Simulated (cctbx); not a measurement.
## Lattice, Laue class and space group of a new crystal

Cell: a = 9.7680 Å, b = 9.7680 Å, c = 9.7680 Å, α = 90.00°, β = 90.00°, γ = 90.00°. Expected content of the cell: Sm6 Sn24 Ru8 Al2.

The data are simulated with cctbx, not measured: Mo Kα, λ = 0.71073 Å, to d = 0.75 Å, 95 % of the full sphere, strongest reflection 5000 counts, noise from counting, a 3 % proportional error and a noise floor of 2 counts (s.d.); no absorption.

Tests on the unmerged data give:

```text
8696 reflections to d = 0.751 A
centring   violations  <I/sigma> of those
    A       2978 of  4384      8.1
    B       2966 of  4352      8.2
    C       2958 of  4354      8.1
    I       2734 of  4353      7.6
    R       3895 of  5837      8.3
    F       4451 of  6545      8.1
Laue class    unique    Rint  (classes that these axes allow; Friedel mates merged)
P -1             4572   0.038
P 1 2/m 1        2430   0.044
P 1 1 2/m        2430   0.044
P 2/m 1 1        2429   0.044
P m m m          1353   0.048
P 4/m            1222   0.048
P 4/m m m         729   0.050
R -3 :R          1533   0.048
R -3 m :R         864   0.050
P m -3            456   0.051
P m -3 m          280   0.052
space group    extra absences  I>4sigma  <I/sigma>
P 4 3 2                 0          0         -  acentric
P 42 3 2               37          0      -0.1  acentric
P -4 3 m                0          0         -  acentric
P -4 3 n              933          0      -0.1  acentric
P m -3 m                0          0         -  centric
P m -3 n              933          0      -0.1  centric
Wilson B = 0.39 A^2   <|E^2-1|> = 0.802 (0.968 centric, 0.736 acentric)   E^2>4: 1.6 %
shell (A)         n   <I/sigma>
 9.77 - 1.50     49     40.6
 1.50 - 1.19     37     41.9
 1.19 - 1.04     33     56.9
 1.04 - 0.95     35     42.6
 0.95 - 0.88     32     33.2
 0.88 - 0.83     33     47.4
 0.83 - 0.79     33     46.9
 0.79 - 0.75     28     39.5
```

Q: Read the symmetry from these tables.

Every centring test has many violations, so the lattice is primitive.

Rint stays low (0.038 to 0.052) up to P m -3 m, the highest class in these axes.

6 settings pass the absence test. The most absences obeyed, 933, belong to P -4 3 n and P m -3 n, which absences can't tell apart.

⟨|E²−1|⟩ = 0.802 lies between the two ideal values. The Wilson B of 0.39 Å² means U ≈ 0.0049 Å².

The true group is Pm-3n (no. 223), Laue class m-3m, centrosymmetric. The tables only narrow the choice to the tied entries; cell content, site symmetry and trial solutions must settle it.

The model was made for the exercise: a known structure type with other elements put in, its volume estimated, not relaxed; displacement parameters are assumed.

[Logs are printed without paths, hosts, clocks, repeated set-up lines and the standing remarks that a program may print on its own settings, such as how far it seeks lower states.]
